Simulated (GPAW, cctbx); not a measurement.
# Bonding in (CdO)3(NaF)3 as X-rays see it

Question: by how much does bonding change the X-ray structure factors of (CdO)3(NaF)3, and what does a routine refinement make of it?

The cell is a (CdO)3(NaF)3 superlattice along [001] of the rock-salt type, started at the mean lattice constant and relaxed freely, with no substrate. All numbers below are calculated.

### 1. Relax the structure

The density hangs on the geometry, so cell and atoms are relaxed first, with the symmetry held. The cutoff is set higher than for the density because stress converges slowly with plane waves.

Settings: GPAW 26.7.0, PBE, 900 eV, 7×7×2 k-points (along the axes of the calculation cell), Fermi–Dirac width 0.05 eV, BFGS to 0.03 eV/Å.

```text
cell
1.0
     3.351686143    0.000000000    0.000000000
     0.000000000    3.351686143    0.000000000
     0.000000000    0.000000000   14.220000000
Cd O Na F
3 3 3 3
Direct
0.000000000 0.000000000 0.833333333
0.500000000 0.500000000 0.000000000
0.000000000 0.000000000 0.166666667
0.500000000 0.500000000 0.833333333
0.000000000 0.000000000 0.000000000
0.500000000 0.500000000 0.166666667
0.500000000 0.500000000 0.333333333
0.000000000 0.000000000 0.500000000
0.500000000 0.500000000 0.666666667
0.000000000 0.000000000 0.333333333
0.500000000 0.500000000 0.500000000
0.000000000 0.000000000 0.666666667
```

```console
$ OMP_NUM_THREADS=1 mpirun -n 4 gpaw python run.py > gpaw.log
```

```text
BFGS:    0      -49.876182        0.477806
BFGS:    1      -49.889084        0.396283
BFGS:    2      -49.915515        0.102967
BFGS:    3      -49.916777        0.101101
...
BFGS:   19      -49.938699        0.051302
BFGS:   20      -49.939168        0.049135
BFGS:   21      -49.939613        0.028247
cell  3.3111 3.3111 14.4260  90.00 90.00 90.00
volume 158.163 A^3, largest force 0.028 eV/A, largest stress 0.25 GPa
```

After 21 steps the volume has changed by -1.0 % and the energy by -0.063 eV; the largest stress left is 0.25 GPa. It took 20 min on 4 cores of Arm Neoverse V2 (shared host), peak memory 2.2 GiB.

Relaxed structure: P4/mmm (no. 123), a = 3.3111 Å, b = 3.3111 Å, c = 14.4260 Å, α = 90.00°, β = 90.00°, γ = 90.00°.

| atom | mult. | x | y | z |
| --- | --- | --- | --- | --- |
| Cd1 | 2 | 0 | 0 | 0.8341 |
| Cd2 | 1 | 1/2 | 1/2 | 0 |
| Na1 | 2 | 1/2 | 1/2 | 0.3363 |
| Na2 | 1 | 0 | 0 | 1/2 |
| F1 | 2 | 0 | 0 | 0.3388 |
| F2 | 1 | 1/2 | 1/2 | 1/2 |
| O1 | 2 | 1/2 | 1/2 | 0.8317 |
| O2 | 1 | 0 | 0 | 0 |

### 2. Density and charge transfer

X-rays see the whole electron density, so the PAW density is rebuilt with its core regions. Subtracting spherical free atoms from the same code cancels the cores and leaves the deformation density Δρ, the part due to bonding.

Settings: PBE, 550 eV, 8×8×2 k-points (along the axes of the calculation cell), Fermi–Dirac width 0.05 eV; primitive cell of 12 atoms.

```console
$ OMP_NUM_THREADS=1 mpirun -n 4 gpaw python run.py > gpaw.log
```

```text
|iter:   1|       0s |  -56.727728 | -0.49 |       |
|iter:   2|       5s |  -54.550457 | -1.65 | -1.03 |
|iter:   3|       9s |  -49.143903 | -0.39 | -1.08 |
...
|iter:   9|      34s |  -49.083974c| -5.98 | -3.49 |
|iter:  10|      38s |  -49.083987c| -6.74 | -3.92 |
|iter:  11|      42s |  -49.083988c| -7.65c| -4.60c|
```

```text
grid (36, 36, 160)  electrons 228.000  moved by bonding 2.833 e
deformation density beyond 0.5 A of the nuclei: max 0.182, min -0.090 e/A^3
atom        x       y       z   Voronoi charge  moment
Cd1    0.0000  0.0000  0.8341      0.472       0.00
Cd2    0.5000  0.5000  0.0000      0.427       0.00
Cd3    0.0000  0.0000  0.1659      0.472       0.00
Na4    0.5000  0.5000  0.3363      0.237       0.00
Na5    0.0000  0.0000  0.5000      0.270       0.00
Na6    0.5000  0.5000  0.6637      0.237       0.00
F 7    0.0000  0.0000  0.3388     -0.272       0.00
F 8    0.5000  0.5000  0.5000     -0.288       0.00
F 9    0.0000  0.0000  0.6612     -0.272       0.00
O 10   0.5000  0.5000  0.8317     -0.435       0.00
O 11   0.0000  0.0000  0.0000     -0.415       0.00
O 12   0.5000  0.5000  0.1683     -0.435       0.00
mean inner potential of superposed free atoms 16.004 V
total magnetic moment 0.000 muB
```

Deformation density in a plane through the shortest contact of the Na atom at the origin, in 0.01 e/Å³ (clipped at ±99); x from -1.6 to 3.9 Å, y from 2.4 down to -2.4 Å:

```text
 -2  -1   5  10   .   .  15   5   0   0   .   .  -1  -1   2  10
 -2  -1   5  14   .   .  11   3  -1  -2   .   .  -1  -1   1   8
 -3  -2   1   5   9   8   4   0  -2  -3  -2  -1  -2  -2   0   3
 -2  -2  -2   0   1   1  -1  -2  -2  -1   0   0  -1  -2  -2  -2
  2  -1  -3  -3  -2  -2  -3  -2  -1   3   7   7   4   0  -3  -5
  6   0  -2  -2   .  -1  -2  -2   2   9   9   .  12   3  -3  -7
  9   1  -2  -1   .   .  -1  -1   4  13   .   .   4   3  -3  -6
  6   0  -2  -2   .  -1  -2  -2   2   9   9   .  12   3  -3  -7
  2  -1  -3  -3  -2  -2  -3  -2  -1   3   7   7   4   0  -3  -5
 -2  -2  -2   0   1   1  -1  -2  -2  -1   0   0  -1  -2  -2  -2
 -3  -2   1   5   9   8   4   0  -2  -3  -2  -1  -2  -2   0   3
 -2  -1   5  14   .   .  11   3  -1  -2   .   .  -1  -1   1   8
 -2  -1   5  10   .   .  15   5   0   0   .   .  -1  -1   2  10
```

Atoms in or within 0.15 Å of the plane: Na (2.4, 2.3), Na (2.4, -2.3), Na (0.0, 0.0), F (2.3, 0.0), F (0.0, 2.3), F (0.0, -2.3) Å. Dots mark points within about 0.45 Å of a nucleus; large values next to them are atomic features.

O gains most (-0.43 e) and Cd loses most (+0.46 e), in averages over each element's sites, which isn't the order of electronegativity: valence and coordination count too, and Voronoi cells cut space at the midplane whatever the atoms' sizes. Such charges fall far short of formal ones, since overlapping free atoms already put density on their neighbours. Along the shortest contact from the Na atom at the map's origin, Na–F at 2.33 Å, Δρ is 0.00 e/Å³ at the midpoint and highest, +0.13, 1.72 Å from Na (points within 0.5 Å of a nucleus left out): little piles up between the atoms, as in an ionic contact (the run has a band gap). At the midpoints of other shortest contacts it is 0.00 (Cd–O, 2.34 Å), +0.02 (Na–O, 2.42 Å), -0.03 (Cd–F, 2.50 Å) and -0.02 (F–F, 3.30 Å) e/Å³. Point values carry grid noise of about 0.01 e/Å³. The run needed 11 iterations, 55 s.

### 3. Structure factors

The Fourier components of Δρ, added to those of the free atoms, give the static X-ray structure factors; the Mott–Bethe relation turns them into the Fourier components V of the potential that fast electrons feel.

```text
static structure factors of the conventional cell: F in electrons, V (Mott-Bethe) in volts
   h  k  l      d  |F| table  |F| free   |F| DFT   change   |V| free  |V| DFT  change %
   0  0  1 14.4260    70.920    70.944    70.844   -0.099     2.674    3.273     22.4
   0  0  2  7.2130     2.260     2.259     2.284    0.025     0.161    0.124    -23.0
   0  0  3  4.8087    33.927    33.958    33.863   -0.095     1.443    1.507      4.4
   0  0  4  3.6065     3.921     3.915     3.939    0.024     0.231    0.222     -3.9
   1  0  0  3.3111    33.944    33.949    33.702   -0.247     1.287    1.366      6.1
   1  0  1  3.2272     0.325     0.327     0.315   -0.012     0.018    0.021        -
   1  0  2  3.0092    65.261    65.259    64.960   -0.298     2.430    2.508      3.2
   0  0  5  2.8852    63.905    63.892    63.974    0.081     2.736    2.717     -0.7
   1  0  3  2.7271   106.820   106.907   105.085   -1.822     4.128    4.520      9.5
   1  0  4  2.4391    65.073    65.018    65.119    0.101     2.389    2.372     -0.7
   0  0  6  2.4043   175.798   175.306   176.848    1.542     8.729    8.470     -3.0
   1  1  0  2.3413   174.431   173.929   175.486    1.556     8.590    8.343     -2.9
   1  1  1  2.3111    57.140    57.132    57.182    0.050     2.207    2.199     -0.4
   1  1  2  2.2269     1.755     1.747     1.776    0.028     0.089    0.085     -4.6
```

The largest X-ray change is -1.82 e on 103, 1.7 % of |F|. For electrons V goes as (Z − F)/g², so a change of F counts against Z − F, which is small at low angle and wherever the atoms' terms cancel: |V| of 002 moves by -23.0 % (0.16 to 0.12 V) against +1.1 % in |F|. The last three rows still change by up to 1.56 e; the table stops while the angles are still low. The tabulated Hartree–Fock atoms differ from the free DFT atoms by up to 0.50 e, so the choice of reference atom matters too.

### 4. Refining ordinary atoms against data with bonding

Routine crystallography fits spherical atoms. To see the bias, intensities are simulated from tabulated atoms plus the DFT change ΔF, so that bonding alone can misfit (5336 reflections of the full sphere, merged to the counts below, to 0.5 Å, 1 % proportional noise plus counting noise, assumed isotropic U as listed, Δρ smeared by the mean U) and refined with cctbx over different ranges.

```csv
range,data,R1,GooF,U Cd1 (true 0.0041),U Cd2 (true 0.0041),U Na1 (true 0.0067),U Na2 (true 0.0067),largest shift (Å),"Δρ max, min (e/Å³)"
all data,483,0.0050,1.07,0.0041,0.0041,0.0067,0.0068,0.0001,"0.30, -0.23"
"low resolution, d > 0.84",123,0.0048,1.31,0.0041,0.0041,0.0068,0.0070,0.0004,"0.20, -0.14"
"high order, d < 0.75",313,0.0050,0.98,0.0041,0.0041,0.0067,0.0068,0.0007,"0.21, -0.26"
"occupancies free, d > 0.7",201,0.0043,1.14,0.0042,0.0042,0.0068,0.0070,0.0007,"0.22, -0.15"
```

With all data GooF is 1.07, diluted by the many high-angle data; the misfit shows at low resolution; the top residual peak, near noise level, lies 0.37 Å from O and 2.05 Å from Cd. No U is off by more than 3 s.u. at low resolution. With Cd1 held at 1 and the scale free, the other occupancies refine to Cd2 1.000(0.001), Na1 0.999(0.004), Na2 1.002(0.006) and F1 1.025(0.006), on sites that are all full: they absorb part of the misfit, and only ratios to the fixed site mean anything.

### 5. Answer

Bonding moves 2.83 e in the primitive cell of (CdO)3(NaF)3 and changes the structure factors of the conventional cell in the table above by at most 1.82 e (103, 1.7 %). The shortest bond, Na–F, has Δρ = 0.00 e/Å³ at its midpoint, which with the charge transfer marks a mainly ionic contact. With all data GooF is 1.07, diluted by the many high-angle data. Limits: static density, frozen cores, no spin–orbit coupling.

[Outputs are excerpts: Python notices, other lines and further rows are left out; steps that failed or that the build refused (PBEsol, TPSS) are not shown.]

[Logs are printed without paths, hosts, clocks, repeated set-up lines and the standing remarks that a program may print on its own settings, such as how far it seeks lower states.]
